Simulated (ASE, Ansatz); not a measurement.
## Finding the fault: LiCN (Pnma) (72 atoms)

Program: Ansatz 0.2.0. The cell: 24 Li, 24 C and 24 N.

Contents of input.yaml:

```yaml
crystal:
  lattice:
    - [8.73, 0.0, 0.0]
    - [0.0, 11.19, 0.0]
    - [0.0, 0.0, 13.04]
  atoms:
    - { symbol: Li, position: [0.3761, 0.08923, 0.23643] }
    - { symbol: Li, position: [0.12967, 0.24975, 0.48103] }
    - { symbol: Li, position: [0.64617, 0.24452, 0.26516] }
    - { symbol: Li, position: [0.8711, 0.08413, 0.01852] }
    - { symbol: C, position: [0.19391, 0.09395, 0.12805] }
    - { symbol: C, position: [0.31324, 0.25955, 0.37846] }
    - { symbol: C, position: [0.82382, 0.24474, 0.36783] }
    - { symbol: C, position: [0.68492, 0.08621, 0.11372] }
    - { symbol: "N", position: [0.08708, 0.08778, 0.07747] }
    - { symbol: "N", position: [0.40008, 0.24683, 0.32004] }
    - { symbol: "N", position: [0.90852, 0.24722, 0.42508] }
    - { symbol: "N", position: [0.58892, 0.0803, 0.18458] }
    - { symbol: Li, position: [0.36696, 0.07837, 0.73445] }
    - { symbol: Li, position: [0.12942, 0.24718, 0.98532] }
    - { symbol: Li, position: [0.6268, 0.25937, 0.76479] }
    - { symbol: Li, position: [0.86999, 0.08314, 0.51534] }
    - { symbol: C, position: [0.187, 0.07634, 0.62857] }
    - { symbol: C, position: [0.30355, 0.2434, 0.87299] }
    [... 48 atom lines left out ...]
    - { symbol: C, position: [0.81661, 0.91922, 0.86855] }
    - { symbol: C, position: [0.69787, 0.75516, 0.62358] }
    - { symbol: "N", position: [0.09626, 0.75454, 0.57084] }
    - { symbol: "N", position: [0.40197, 0.92532, 0.8203] }
    - { symbol: "N", position: [0.91203, 0.92294, 0.93215] }
    - { symbol: "N", position: [0.59733, 0.74874, 0.68488] }
kpoints:
  mp_grid: { grid: [2, 1, 1] }
hamiltonian:
  xc: pbe
scf:
  occupations: { method: fermi_dirac, width: 0.025 }
  eigensolver: { kind: { support_functions: { accuracy: medium, radius: 3.32 } } }
  max_iter: 150
output:
  forces: true
  eigenvalues: true
```

On the command line:

```bash
> ansatz run input.yaml --threads 4 --pin off --max-ram 8192MiB --backend cpu --events-out ev --progress --plain --runs-dir out
```

The log of the run:

```text
Warning: scf.eigensolver.kind.support_functions: disabling space-group detection — the functions' gradient is summed over unrotated k-points, so no spatial operation reduces the k-mesh or symmetrises the density; time reversal is kept, so that k and −k are solved as one point where they differ and the mesh holds both, and exact exchange and, on two spinor components, a DFT+U term hold to it where the run has them: [...]
settings of this run that can trade accuracy for cost: scf.eigensolver.kind.support_functions [...]
Engine: ansatz 0.2.0, aarch64-unknown-linux-gnu
Pseudopotentials: kind: paw
Pseudopotential: Li, paw, valence charge 3, recommended cutoff 420 eV (normal), Li.paw.azcp
Pseudopotential: C, paw, valence charge 4, recommended cutoff 420 eV (normal), C.paw.azcp
Pseudopotential: N, paw, valence charge 5, recommended cutoff 420 eV (normal), N.paw.azcp
[... 5 lines on functional and potentials left out ...]
Error: SCF: the radius of support functions is under 3.71 Å, the least for these sites at the functions' level (scf.eigensolver.kind.support_functions.accuracy). Use scf.eigensolver.kind: auto, or type scf.eigensolver.kind.support_functions.radius at least as long, [...]
```

It took 1.9 s on 4 threads of Arm Neoverse V1, shared host; peak memory 0.26 GiB.

**Question.** What is wrong with this input, and how is it mended?

A radius under the least that the level allows: support_functions.radius = 3.32.

The fix is to use a longer radius.

The run ended with an error.

[Logs are printed without paths, hosts, clocks, repeated set-up lines and the standing remarks that a program may print on its own settings, such as how far it seeks lower states.]

[Hosts, paths, dates, database ids (printed as entryN), source tags and the programs' standing remarks are cut or masked in the printed files.]
